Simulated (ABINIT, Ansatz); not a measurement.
# Lattice dynamics of YbP (Fm-3m) in two programs, part 3 of 4

Aim: the phonon dispersion of YbP (Fm-3m), checked by a second program.

ABINIT 10.8.3; DFT PBEsol, scalar-relativistic, plane waves, PseudoDojo norm-conserving, 4f in core pseudopotentials (the lanthanide files made for PBE).

So far. Step 6 (Linear response at Γ): The acoustic modes at Γ come out as far as 0.6 cm⁻¹ from zero, where they should vanish, a small numerical error. The relaxed cell has a = 5.483 Å (conventional setting).

**8. Dispersion**

anaddb transforms the dynamical matrices to force constants and back along the path; points of the mesh come back as solved, but for the sum rule and, in polar crystals, the LO-TO term at Γ; the rest is interpolation.

anaddb.abi reads:

```
ddb_filepath "all_DDB"
output_file "anaddb.abo"
outdata_prefix "anaddb"
ifcflag 1
ngqpt 4 4 4
nqshft 1
q1shft 0.0 0.0 0.0
asr 1
chneut 0
dipdip 0
dipquad 0
quadquad 0
enunit 0
eivec 0
nph1l 62
qph1l 
    0.0 0.0 0.0 1.0
    0.05 0.0 0.05 1.0
    0.1 0.0 0.1 1.0
    0.15 0.0 0.15 1.0
    0.2 0.0 0.2 1.0
    0.25 0.0 0.25 1.0
    0.3 0.0 0.3 1.0
    0.35 0.0 0.35 1.0
    0.4 0.0 0.4 1.0
    0.45 0.0 0.45 1.0
    0.5 0.0 0.5 1.0
    0.5125 0.025 0.5125 1.0
    0.525 0.05 0.525 1.0
    0.5375 0.075 0.5375 1.0
    0.55 0.1 0.55 1.0
    0.5625 0.125 0.5625 1.0
    0.575 0.15 0.575 1.0
    0.5875 0.175 0.5875 1.0
    0.6 0.2 0.6 1.0
    0.6125 0.225 0.6125 1.0
    0.625 0.25 0.625 1.0
    0.375 0.375 0.75 1.0
    0.3375 0.3375 0.675 1.0
    0.3 0.3 0.6 1.0
    0.2625 0.2625 0.525 1.0
    0.225 0.225 0.45 1.0
    0.1875 0.1875 0.375 1.0
    0.15 0.15 0.3 1.0
    0.1125 0.1125 0.225 1.0
    0.075 0.075 0.15 1.0
    0.0375 0.0375 0.075 1.0
    0.0 0.0 0.0 1.0
    0.05 0.05 0.05 1.0
    0.1 0.1 0.1 1.0
    0.15 0.15 0.15 1.0
    0.2 0.2 0.2 1.0
    0.25 0.25 0.25 1.0
    0.3 0.3 0.3 1.0
    0.35 0.35 0.35 1.0
    0.4 0.4 0.4 1.0
    0.45 0.45 0.45 1.0
    0.5 0.5 0.5 1.0
    0.5 0.475 0.525 1.0
    0.5 0.45 0.55 1.0
    0.5 0.425 0.575 1.0
    0.5 0.4 0.6 1.0
    0.5 0.375 0.625 1.0
    0.5 0.35 0.65 1.0
    0.5 0.325 0.675 1.0
    0.5 0.3 0.7 1.0
    0.5 0.275 0.725 1.0
    0.5 0.25 0.75 1.0
    0.5 0.225 0.725 1.0
    0.5 0.2 0.7 1.0
    0.5 0.175 0.675 1.0
    0.5 0.15 0.65 1.0
    0.5 0.125 0.625 1.0
    0.5 0.1 0.6 1.0
    0.5 0.075 0.575 1.0
    0.5 0.05 0.55 1.0
    0.5 0.025 0.525 1.0
    0.5 0.0 0.5 1.0
```

mrgddb.in reads:

```
all_DDB
merged
8
dfpt_gammao_DDB
dfpt_qo_DS1_DDB
dfpt_qo_DS2_DDB
dfpt_qo_DS3_DDB
dfpt_qo_DS4_DDB
dfpt_qo_DS5_DDB
dfpt_qo_DS6_DDB
dfpt_qo_DS7_DDB
```

Command:

```sh
$ mrgddb < mrgddb.in > mrgddb.log
$ OMP_NUM_THREADS=1 anaddb anaddb.abi > anaddb.log
```

anaddb.abo, the main output file:

```text
[banners, grids, parts of the stress and lines that vanish by symmetry left out]
-outvars_anaddb: echo values of input variables ----------------------

 Flags :
[...]
Phonon wavevector (reduced coordinates) :  0.00000  0.00000  0.00000
 Phonon energies in Hartree :
[...]
Phonon frequencies in cm-1    :
-  0.000000E+00  0.000000E+00  0.000000E+00  2.524561E+02  2.524561E+02
-  2.524561E+02
[...]
Phonon wavevector (reduced coordinates) :  0.05000  0.00000  0.05000
 Phonon energies in Hartree :
[...]
Phonon frequencies in cm-1    :
-  1.621745E+01  1.621745E+01  3.248947E+01  2.534419E+02  2.534419E+02
-  2.569501E+02
[...]
Phonon wavevector (reduced coordinates) :  0.10000  0.00000  0.10000
 Phonon energies in Hartree :
[...]
Phonon frequencies in cm-1    :
-  3.096423E+01  3.096423E+01  6.189122E+01  2.559961E+02  2.559961E+02
-  2.684734E+02
[...]
Phonon wavevector (reduced coordinates) :  0.15000  0.00000  0.15000
 Phonon energies in Hartree :
[...]
Phonon frequencies in cm-1    :
-  4.339142E+01  4.339142E+01  8.634067E+01  2.591385E+02  2.591385E+02
-  2.823786E+02
[...]
Phonon wavevector (reduced coordinates) :  0.20000  0.00000  0.20000
 Phonon energies in Hartree :
[...]
Phonon frequencies in cm-1    :
-  5.350235E+01  5.350235E+01  1.051074E+02  2.618292E+02  2.618292E+02
-  2.939778E+02
  Phonon wavevector (reduced coordinates) :  0.25000  0.00000  0.25000
 Phonon energies in Hartree :
[...]
Phonon frequencies in cm-1    :
-  6.190783E+01  6.190783E+01  1.178172E+02  2.634107E+02  2.634107E+02
-  3.006235E+02
  Phonon wavevector (reduced coordinates) :  0.30000  0.00000  0.30000
 Phonon energies in Hartree :
[...]
Phonon frequencies in cm-1    :
-  6.928407E+01  6.928407E+01  1.240286E+02  2.637465E+02  2.637465E+02
-  3.022907E+02
  Phonon wavevector (reduced coordinates) :  0.35000  0.00000  0.35000
 Phonon energies in Hartree :
[...]
Phonon frequencies in cm-1    :
-  7.586024E+01  7.586024E+01  1.235915E+02  2.631177E+02  2.631177E+02
-  3.008767E+02
  Phonon wavevector (reduced coordinates) :  0.40000  0.00000  0.40000
 Phonon energies in Hartree :
[...]
Phonon frequencies in cm-1    :
-  8.128202E+01  8.128202E+01  1.178265E+02  2.620436E+02  2.620436E+02
-  2.987114E+02
  Phonon wavevector (reduced coordinates) :  0.45000  0.00000  0.45000
 Phonon energies in Hartree :
[...]
Phonon frequencies in cm-1    :
-  8.490021E+01  8.490021E+01  1.106106E+02  2.610986E+02  2.610986E+02
-  2.972126E+02
  Phonon wavevector (reduced coordinates) :  0.50000  0.00000  0.50000
 Phonon energies in Hartree :
[...]
Phonon frequencies in cm-1    :
-  8.617292E+01  8.617292E+01  1.072967E+02  2.607278E+02  2.607278E+02
-  2.967210E+02
  Phonon wavevector (reduced coordinates) :  0.51250  0.02500  0.51250
 Phonon energies in Hartree :
[...]
Phonon frequencies in cm-1    :
-  8.639563E+01  8.668041E+01  1.072418E+02  2.608103E+02  2.613610E+02
-  2.966766E+02
  Phonon wavevector (reduced coordinates) :  0.52500  0.05000  0.52500
 Phonon energies in Hartree :
[...]
Phonon frequencies in cm-1    :
-  8.705245E+01  8.817003E+01  1.070766E+02  2.610559E+02  2.632164E+02
-  2.965435E+02
  Phonon wavevector (reduced coordinates) :  0.53750  0.07500  0.53750
 Phonon energies in Hartree :
[...]
Phonon frequencies in cm-1    :
-  8.811041E+01  9.054986E+01  1.067992E+02  2.614581E+02  2.661666E+02
-  2.963228E+02
[...]
Phonon wavevector (reduced coordinates) :  0.50000  0.47500  0.52500
 Phonon energies in Hartree :
[...]
Phonon frequencies in cm-1    :
-  1.030061E+02  1.030184E+02  1.582839E+02  2.683263E+02  2.689383E+02
-  3.228190E+02
  Phonon wavevector (reduced coordinates) :  0.50000  0.45000  0.55000
 Phonon energies in Hartree :
[...]
Phonon frequencies in cm-1    :
-  1.032546E+02  1.032597E+02  1.554708E+02  2.686866E+02  2.709551E+02
-  3.217166E+02
  Phonon wavevector (reduced coordinates) :  0.50000  0.42500  0.57500
 Phonon energies in Hartree :
[...]
Phonon frequencies in cm-1    :
-  1.034663E+02  1.035885E+02  1.511445E+02  2.693609E+02  2.738525E+02
-  3.199082E+02
  Phonon wavevector (reduced coordinates) :  0.50000  0.40000  0.60000
 Phonon energies in Hartree :
[...]
Phonon frequencies in cm-1    :
-  1.034252E+02  1.038721E+02  1.458042E+02  2.704569E+02  2.771068E+02
-  3.174277E+02
  Phonon wavevector (reduced coordinates) :  0.50000  0.37500  0.62500
 Phonon energies in Hartree :
[...]
Phonon frequencies in cm-1    :
-  1.029724E+02  1.038939E+02  1.400936E+02  2.721039E+02  2.802330E+02
-  3.143142E+02
  Phonon wavevector (reduced coordinates) :  0.50000  0.35000  0.65000
 Phonon energies in Hartree :
[...]
Phonon frequencies in cm-1    :
-  1.020716E+02  1.033880E+02  1.347605E+02  2.744138E+02  2.828878E+02
-  3.106203E+02
[...]
Phonon wavevector (reduced coordinates) :  0.50000  0.02500  0.52500
 Phonon energies in Hartree :
[...]
Phonon frequencies in cm-1    :
-  8.636709E+01  8.742387E+01  1.071873E+02  2.612723E+02  2.616094E+02
-  2.966322E+02
  Phonon wavevector (reduced coordinates) :  0.50000  0.00000  0.50000
 Phonon energies in Hartree :
[...]
Phonon frequencies in cm-1    :
-  8.617292E+01  8.617292E+01  1.072967E+02  2.607278E+02  2.607278E+02
-  2.967210E+02
-
```

Run time: 0.73 s. Hardware: 1 thread of Intel Xeon Platinum 8259CL at 2.50GHz (Skylake/Cascade Lake), shared host.

This step gave:

```
lowest frequency on the path : 0 cm⁻¹
```

Anaddb. Phonon branches along the path, in cm⁻¹:

| point | branch 1 | branch 2 | branch 3 | branch 4 | branch 5 | branch 6 |
| --- | --- | --- | --- | --- | --- | --- |
| Γ | 0 | 0 | 0 | 252 | 252 | 252 |
| halfway | 62 | 62 | 118 | 263 | 263 | 301 |
| X | 86 | 86 | 107 | 261 | 261 | 297 |
| halfway | 91 | 97 | 106 | 263 | 274 | 296 |
| U | 101 | 101 | 120 | 267 | 292 | 298 |
| jump to K | 101 | 101 | 120 | 267 | 292 | 298 |
| halfway | 70 | 90 | 123 | 265 | 273 | 309 |
| Γ | 0 | 0 | 0 | 252 | 252 | 252 |
| halfway | 74 | 74 | 107 | 260 | 260 | 311 |
| L | 103 | 103 | 159 | 268 | 268 | 323 |
| halfway | 103 | 104 | 140 | 272 | 280 | 314 |
| W | 98 | 98 | 126 | 287 | 287 | 295 |
| halfway | 90 | 105 | 108 | 272 | 278 | 294 |
| X | 86 | 86 | 107 | 261 | 261 | 297 |

The phonon branches as a text plot (rows in cm⁻¹):

```
    318 |                   ****             **********
    304 |      *****      **    **         **          ***
    291 |    **     *********     **                    *********
    277 |   *          *    *****   *     *        ******   ***
    263 | ******************   *******   * **********         ***
    250 |***                      *********
    236 |
    223 |
    209 |
    196 |
    182 |
    169 |
    155 |                                      ******
    142 |                   ***               *      **
    128 |       **         *   **            *         *****
    115 |      *  ***    **                                 **
    101 |    **      *********** *          *  ******************
     88 |   *     ******    *** * **       * **             *****
     74 |       **             ***        * *
     61 |  *   *                 ****      *
     47 |   ***                   ***    **
     34 | **                        **   *
     20 | *                          *  *
      7 |*                            **
         Γ           X  U|K            Γ         L        W     X
```

All branches are real along the path.

**9. Sums over the zone**

Sums over the zone need many more wavevectors than were solved, so the interpolation is sampled on a dense mesh.

anaddb.abi reads:

```
ddb_filepath "all_DDB"
output_file "anaddb.abo"
outdata_prefix "anaddb"
ifcflag 1
ngqpt 4 4 4
nqshft 1
q1shft 0.0 0.0 0.0
asr 1
chneut 0
dipdip 0
dipquad 0
quadquad 0
prtdos 2
ng2qpt 14 14 14
dosdeltae 4.5563e-06
ntemper 11
temperinc 100.0
tempermin 0.0
```

Command:

```sh
$ OMP_NUM_THREADS=1 anaddb anaddb.abi > anaddb.log
```

anaddb.abo, the main output file:

```text
[banners, grids, parts of the stress and lines that vanish by symmetry left out]
-outvars_anaddb: echo values of input variables ----------------------

 Flags :
     ifcflag         1
 Miscellaneous information :
         asr         1
      chneut         0
 Interatomic Force Constants Inputs :
      dipdip         0
     dipquad         0
    quadquad         0
      ifcana         0
      ifcout         0
 Description of grid 1 :
        brav         1
       ngqpt         4         4         4
      nqshft         1
      q1shft
                     0.00000000E+00  0.00000000E+00  0.00000000E+00
 Phonon DOS information :
   dosdeltae  4.55630000E-06
    dossmear  4.55633525E-06
 Description of grid 2 (Fourier interp. or BZ sampling):
      ng2qpt        14        14        14
      ngrids         4
      q2shft         0.00000000E+00  0.00000000E+00  0.00000000E+00

================================================================================

 read the DDB information and perform some checks

  ==== Info on the Cryst% object ====
 Real(R)+Recip(G) space primitive vectors, cartesian coordinates (Bohr,Bohr^-1):
 R(1)=  0.0000000  5.1810839  5.1810839  G(1)= -0.0965049  0.0965049  0.0965049
 R(2)=  5.1810839  0.0000000  5.1810839  G(2)=  0.0965049 -0.0965049  0.0965049
 R(3)=  5.1810839  5.1810839  0.0000000  G(3)=  0.0965049  0.0965049 -0.0965049
 Unit cell volume ucvol=  2.7815820E+02 bohr^3
 Angles (23,13,12)=  6.00000000E+01  6.00000000E+01  6.00000000E+01 degrees
 Time-reversal symmetry is present
 Reduced atomic positions [iatom, xred, symbol]:
    1)    0.5000000  0.5000000  0.5000000  Yb
    2)    0.0000000  0.0000000  0.0000000   P

 DDB file with 8 blocks has been read.

================================================================================

 Calculation of the interatomic forces

       Homogeneous q point set in the B.Z.
 Grid q points  :       64
  1)   0.00000000E+00  0.00000000E+00  0.00000000E+00
  2)   2.50000000E-01  0.00000000E+00  0.00000000E+00
  3)   5.00000000E-01  0.00000000E+00  0.00000000E+00
  4)  -2.50000000E-01  0.00000000E+00  0.00000000E+00
  5)   0.00000000E+00  2.50000000E-01  0.00000000E+00
  6)   2.50000000E-01  2.50000000E-01  0.00000000E+00
  7)   5.00000000E-01  2.50000000E-01  0.00000000E+00
  8)  -2.50000000E-01  2.50000000E-01  0.00000000E+00
  9)   0.00000000E+00  5.00000000E-01  0.00000000E+00
 10)   2.50000000E-01  5.00000000E-01  0.00000000E+00
 11)   5.00000000E-01  5.00000000E-01  0.00000000E+00
 12)  -2.50000000E-01  5.00000000E-01  0.00000000E+00
 13)   0.00000000E+00 -2.50000000E-01  0.00000000E+00
 14)   2.50000000E-01 -2.50000000E-01  0.00000000E+00
[...]
58)   2.50000000E-01  5.00000000E-01 -2.50000000E-01
 59)   5.00000000E-01  5.00000000E-01 -2.50000000E-01
 60)  -2.50000000E-01  5.00000000E-01 -2.50000000E-01
 61)   0.00000000E+00 -2.50000000E-01 -2.50000000E-01
 62)   2.50000000E-01 -2.50000000E-01 -2.50000000E-01
 63)   5.00000000E-01 -2.50000000E-01 -2.50000000E-01
 64)  -2.50000000E-01 -2.50000000E-01 -2.50000000E-01

 The interatomic forces have been obtained

================================================================================

 Calculation of phonon density of states

 Average speed of sound partial sums:     0.1541142844E-02 (at units)
-                                   =           3.3715 [km/s]

 Debye frequency from partial sums:     0.9202290296E-03 (Ha)
-                                 =     0.6054816150E+01 (THz)
-Debye temperature from partial sums:     0.2905853447E+03 (K)

 Average speed of sound:     0.1827610473E-02 (at units)
-                      =           3.9982 [km/s]

 Debye frequency from DOS:     0.1091281200E-02 (Ha)
-                        =     0.7180285365E+01 (THz)
-Debye temperature from DOS:     0.3445993480E+03 (K)

-
```

Elapsed: 0.88 s, on 1 thread.

Read from the output:

| Quantity | Value |
| --- | --- |
| share of modes beyond 3i cm⁻¹ on the dense interpolated mesh | 0 |
| zero-point energy per atom | 35.76 meV |
| heat capacity at 300 K | 22.93 J/(mol atoms K) |
| vibrational entropy at 300 K | 31.52 J/(mol atoms K) |

The phonon density of states has structure finer than the step of the table below, so its rows give means over 10 cm⁻¹, whole bins alone (the curve runs from -30 to 352 cm⁻¹). Peaks (cm⁻¹: height): 104.0: 0.141, 126.0: 0.0345, 270.0: 0.121, 312.0: 0.0461.

Tetrahedra. Table of phonon density of states by wavenumber; means over each step:

| wavenumber (cm⁻¹) | phonon density of states (1/cm⁻¹/cell) |
| --- | --- |
| 0 | 2.0e-6 |
| 10 | 4.4e-5 |
| 20 | 2.9e-4 |
| 30 | 0.00104 |
| 40 | 0.00231 |
| 50 | 0.00445 |
| 60 | 0.00824 |
| 70 | 0.0145 |
| 80 | 0.0254 |
| 90 | 0.0476 |
| 100 | 0.0859 |
| 110 | 0.0293 |
| 120 | 0.0211 |
| 130 | 0.0312 |
| 140 | 0.0226 |
| 150 | 0.00741 |
| 160 | 6.8e-4 |
| 170 | 0 |
| 180 | 0 |
| 190 | 0 |
| 200 | 0 |
| 210 | 0 |
| 220 | 0 |
| 230 | 0 |
| 240 | 0 |
| 250 | 0.00109 |
| 260 | 0.0318 |
| 270 | 0.102 |
| 280 | 0.0514 |
| 290 | 0.0201 |
| 300 | 0.0334 |
| 310 | 0.0406 |
| 320 | 0.0192 |
| 330 | 2.0e-4 |
| 340 | 0 |

Harmonic thermodynamic functions per atom, summed over the density of states scaled to three modes an atom; melting is ignored. Thermodynamic functions:

| T (K) | F_vib (meV/atom) | S (J/mol-atom/K) | C_V (J/mol-atom/K) |
| --- | --- | --- | --- |
| 0 | 35.76 | 0 | 0 |
| 50 | 35.3 | 3.195 | 6.728 |
| 100 | 31.81 | 10.3 | 14.09 |
| 200 | 14.44 | 22.6 | 20.84 |
| 300 | -13.85 | 31.52 | 22.93 |
| 400 | -50.15 | 38.25 | 23.77 |
| 500 | -92.67 | 43.6 | 24.18 |
| 600 | -140.2 | 48.03 | 24.41 |
| 700 | -192 | 51.81 | 24.55 |
| 800 | -247.4 | 55.09 | 24.64 |
| 900 | -306.1 | 58 | 24.7 |
| 1000 | -367.6 | 60.6 | 24.75 |

At 300 K the heat capacity has reached 92 % of the Dulong-Petit value.

(Continued in part 4 of 4.)

[Host names and launcher messages were left out of these logs when they were recorded.]

[Logs are printed without paths, hosts, clocks, repeated set-up lines and the standing remarks that a program may print on its own settings, such as how far it seeks lower states.]

[Hosts, paths, dates, database ids (printed as entryN), source tags and the programs' standing remarks are cut or masked in the printed files.]
